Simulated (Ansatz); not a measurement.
# Mo2NO2 monolayer: from the cell to its phonons, part 2 of 2

How does Mo2NO2 monolayer vibrate, and is this structure a minimum?

Ansatz 0.2.0; DFT PBEsol, scalar-relativistic, plane waves, PAW.

So far. Step 4 (Relaxing to small forces for the phonons): The largest force component left is 0.0075 meV/Å, within the tolerances set. Step 5 (Modes at Γ): Before it was imposed, the acoustic sum rule was missed by 5.3e-5 eV/Å². Small misses are needed for a sound result but don't prove that mesh and cutoff are converged. The lowest optical mode is real, 148 cm⁻¹.

### Step 6. Response at finite wavevector (continued)

The partial phonon density of states has structure finer than the step of the table below, so its rows give means over 20 cm⁻¹, whole bins alone (the curve runs from -182 to 752 cm⁻¹). Peaks (cm⁻¹: height): Mo -164.8: 0.0117, -88.3: 0.0123, 182.1: 0.0561, 240.9: 0.0158, 481.9: 0.00994; N 523.1: 0.0315, 693.6: 0.0534; O 393.8: 0.0687, 481.9: 0.0516.

Phonopy on the run's constants, 21x21x1 mesh, Gaussian sigma 6.7 cm-1. Interpolated from a 4×4×1 q mesh. Partial phonon density of states against wavenumber; means over each step; values in 1/cm⁻¹/cell:

```csv
wavenumber (cm⁻¹),Mo,N,O
-160,0.0103,0.00142,0.00192
-140,0.00866,0.00152,0.00148
-120,0.00874,0.00185,0.00138
-100,0.00676,0.00106,0.00108
-80,0.00980,0.00123,0.00162
-60,0.00729,8.7e-4,8.7e-4
-40,0.00502,6.2e-4,5.9e-4
-20,7.6e-4,8.6e-5,1.0e-4
0,0.00143,1.2e-4,2.0e-4
20,0.00379,4.1e-4,4.9e-4
40,0.00493,5.6e-4,7.0e-4
60,0.00790,9.3e-4,0.00109
80,0.00786,8.6e-4,9.9e-4
100,0.00556,4.5e-4,6.6e-4
120,0.00802,2.8e-4,7.2e-4
140,0.0205,5.4e-4,0.00137
160,0.0357,5.7e-4,0.00211
180,0.0483,2.4e-4,0.00246
200,0.0101,3.4e-5,6.6e-4
220,0.00164,4.3e-6,1.4e-4
240,0.0128,4.6e-5,0.00128
260,0.00973,4.9e-5,0.00147
280,0.00882,3.4e-5,0.00168
300,0.00764,1.7e-5,0.00119
320,0.00327,5.8e-5,5.7e-4
340,0.00281,0.00126,0.00973
360,0.00411,0.00168,0.0267
380,0.00379,0.00111,0.0494
400,0.00297,8.7e-4,0.0566
420,0.00184,8.8e-4,0.0317
440,2.5e-4,1.0e-4,0.00374
460,0.00107,1.4e-4,0.00611
480,0.00832,0.00214,0.0435
500,0.00525,0.00580,0.0245
520,0.00418,0.0241,0.0109
540,0.00121,0.00707,0.00549
560,2.7e-5,4.2e-5,1.5e-4
580,0,0,0
600,0,0,0
620,0,5.5e-7,0
640,4.4e-5,6.5e-4,3.0e-5
660,4.3e-4,0.00681,3.5e-4
680,0.00157,0.0281,0.00128
700,0.00262,0.0419,0.00159
720,9.2e-4,0.0125,5.7e-4
740,3.8e-5,5.3e-4,2.7e-5
```

Symmetry leaves 4 wavevectors to solve. The lowest mode among them, the acoustic zeros apart, lies at q = (0, 0.25, 0) and is imaginary, 165.7i cm⁻¹, so the energy falls along it. Between them the interpolated path dips to 172i cm⁻¹.

### Step 7. Isotope substitution, element Mo, natural mass 95.95 amu

An isotope changes the mass and not the force constants, so no new electronic calculation is needed; the shifts show which modes move this element.

The same force constants with the mass of Mo changed from 95.950 to 99.907 u (phonopy, no LO-TO term). Both lists are sorted by frequency; levels can cross, so a row need not hold one and the same mode. Modes under 3 cm⁻¹ are left out. Isotope shifts, by row, the first 40 of 57 rows:

```csv
q,rank,natural mass (cm⁻¹),changed mass (cm⁻¹)
0 0 0,4,155.7,152.8
0 0 0,5,155.7,152.8
0 0 0,6,286.2,281.4
0 0 0,7,361.2,360.1
0 0 0,8,361.2,360.1
0 0 0,9,401.1,400.4
0 0 0,10,401.1,400.4
0 0 0,11,480.3,478.8
0 0 0,12,537.5,537
0 0 0,13,543.1,541.4
0 0 0,14,685.2,684.7
0 0 0,15,685.2,684.7
0 0.25 0,1,-165.7,-163
0 0.25 0,2,-85.03,-83.77
0 0.25 0,3,81.79,80.45
0 0.25 0,4,163.3,160.7
0 0.25 0,5,165.5,162.4
0 0.25 0,6,236.6,232.2
0 0.25 0,7,348.2,346.6
0 0.25 0,8,369.6,368.7
0 0.25 0,9,392,391.4
0 0.25 0,10,423,422.4
0 0.25 0,11,487.3,485.6
0 0.25 0,12,502,500.9
0 0.25 0,13,527.5,526.9
0 0.25 0,14,690.4,689.6
0 0.25 0,15,698.4,697.6
0 -0.5 0,1,-131.4,-129.5
0 -0.5 0,2,-52.79,-51.86
0 -0.5 0,3,153.6,150.5
0 -0.5 0,4,175,171.7
0 -0.5 0,5,189.2,185.5
0 -0.5 0,6,292.2,287.6
0 -0.5 0,7,377.7,377.3
0 -0.5 0,8,387,386.9
0 -0.5 0,9,394.9,394.8
0 -0.5 0,10,427.3,427.1
0 -0.5 0,11,471.2,469.8
0 -0.5 0,12,492.9,490.6
0 -0.5 0,13,508.6,507.6
```

A mode of this element alone would shift by -2.00 %. The highest zone-centre frequency without the field goes from 685.2 to 684.7 cm⁻¹ (-0.1 %). The product of the frequency ratios over all optical modes at Γ is 0.930; the product rule, (m/m′)^(3k/2) (M′/M)^(3/2) with k = 2 such atoms and M the mass of the cell, gives 0.930.

### Step 8. Another isotope, element N, natural mass 14.007 amu

The same for N, from 14.01 to 15.00 u.

A mode of this element alone would shift by -3.37 %. The highest zone-centre frequency without the field goes from 685.2 to 663.7 cm⁻¹ (-3.1 %). The product of the frequency ratios over all optical modes at Γ is 0.908; the product rule, (m/m′)^(3k/2) (M′/M)^(3/2) with k = 1 such atoms and M the mass of the cell, gives 0.908.

### Step 9. Another isotope, element O, natural mass 15.999 amu

The same for O, from 16.00 to 18.00 u.

A mode of this element alone would shift by -5.72 %. The highest zone-centre frequency without the field goes from 685.2 to 684.2 cm⁻¹ (-0.1 %). The product of the frequency ratios over all optical modes at Γ is 0.720; the product rule, (m/m′)^(3k/2) (M′/M)^(3/2) with k = 2 such atoms and M the mass of the cell, gives 0.720.

### Step 10. Results

```
space group after relaxation (within 0.01 Å)            : P-3m1
area per atom                                           : 1.69 Å²
electronic character                                    : no gap on this mesh
highest optical mode at the zone centre (no LO-TO term) : 685 cm⁻¹
lowest optical zone-centre mode                         : 148 cm⁻¹
lowest mode on the q mesh (acoustic modes at Γ apart)   : -166 cm⁻¹
highest frequency on the path or at a solved wavevector : 720 cm⁻¹
imaginary modes on the 4×4×1 q mesh                     : yes
```

Modes are clearly imaginary (beyond 10i cm⁻¹) at 3 of the 4 irreducible wavevectors, most at q = (0, 0.25, 0) (165.7i cm⁻¹), so this structure is not a minimum of the energy. The optical modes at Γ span 148 to 685 cm⁻¹. The highest mode in this list at Γ, 685.2 cm⁻¹, is mostly motion of N (94 % of the kinetic energy). With no gap, or one that is small against the smearing, the frequencies hang on the k mesh and the smearing, most of all near Kohn anomalies. The phonon runs are without spin polarisation, although the cell has an odd electron count. In a sheet or slab the interpolated bending branch near Γ is rough, since the rotational sum rule isn't imposed. A phonon run warned that its eigensolver left some bands unconverged in a pass. The starting cell was built on a prototype and not taken from a measurement. These are harmonic frequencies at zero temperature: anharmonic shifts, linewidths and thermal expansion are left out.

[Logs are printed without paths, hosts, clocks, repeated set-up lines and the standing remarks that a program may print on its own settings, such as how far it seeks lower states.]

[Hosts, paths, dates, database ids (printed as entryN), source tags and the programs' standing remarks are cut or masked in the printed files.]
